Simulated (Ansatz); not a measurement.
In doubt: one-shot GW on d or f shells is unsure (in some of the runs), so the values of those runs are not to be relied on.

System: Ag3AuSe2 (I4_132).

```xyz
24
Lattice="-4.9750 4.9750 4.9750 4.9750 -4.9750 4.9750 4.9750 4.9750 -4.9750" Properties=species:S:1:pos:R:3 pbc="T T T"
Ag    3.6886    0.0000    2.4875
Ag    2.4875    1.2011    4.9750
Ag    1.2864    0.0000    7.4625
Ag   -2.4875    3.7739    4.9750
Ag    2.4875    3.6886    0.0000
Ag    4.9750    2.4875    1.2011
Ag    7.4625    1.2864    0.0000
Ag    4.9750   -2.4875    3.7739
Ag    3.7739    4.9750   -2.4875
Ag    0.0000    2.4875    3.6886
Ag    1.2011    4.9750    2.4875
Ag    0.0000    7.4625    1.2864
Se    2.6756    2.6756    2.6756
Se   -0.1881    0.1881    5.1631
Se    2.2994    7.2744   -2.2994
Se    5.1631   -0.1881    0.1881
Se   -2.2994    2.2994    7.2744
Se    4.7869    4.7869    4.7869
Se    7.2744   -2.2994    2.2994
Se    0.1881    5.1631   -0.1881
Au    1.2437    1.2437    1.2437
Au    1.2437   -1.2437    3.7312
Au   -1.2437    3.7312    1.2437
Au    3.7312    1.2437   -1.2437
```

Geometry: measured cell, ions relaxed with r2SCAN. The runs that relaxed it are not among those shown. Spin-orbit coupling is left out unless a run names it.

Gaps computed with Ansatz 0.2.0 without a self-energy: r2SCAN 0.47 eV, r2SCAN+SOC 0.49 eV, HSE06 0.95 eV and HSE06+SOC 0.97 eV.

**Question.** Estimate the G0W0@r2SCAN gap with 2×2×2 mesh, 5240 empty bands, screening to 280 eV, hard PAW files.

About 0.64 eV: on its mesh the run moves the gap from 0.46 eV by +0.17 eV. Among the scalar-relativistic levels given, r2SCAN is nearest (−0.17 eV). Bands and cutoff are finite, so the gap is not at the basis limit. The miss can reach some tenths of an eV and take either sign; the mesh is an error of its own. The 2×2×2 mesh is coarse for this cell (its supercell is 17 Å along the shortest edge). The RPA ε∞ on it, from the r2SCAN start, is 22.92; such meshes misread the long-range screening, most where the gap is narrow. A d shell, filled or nearly so, lies near the gap. One-shot GW converges very slowly in bands there, not always from below, and on a semilocal start the gap tends to come out low; starts rich in exact exchange can overshoot instead. The many-body steps are scalar-relativistic: spin-orbit coupling is not in them.

[Paths, hosts, dates, memory and timing lines, banners, echoed tables and standing remarks are left out of the program output.]

[Logs are printed without paths, hosts, clocks, repeated set-up lines and the standing remarks that a program may print on its own settings, such as how far it seeks lower states.]

[Runs of the session that timed out or met a known fault of the program may be left out.]

[Cells called generated may have been cut or substituted from an entry of the Crystallography Open Database or the Materials Project.]

[Hosts, paths, dates, database ids (printed as entryN), source tags and the programs' standing remarks are cut or masked in the printed files.]
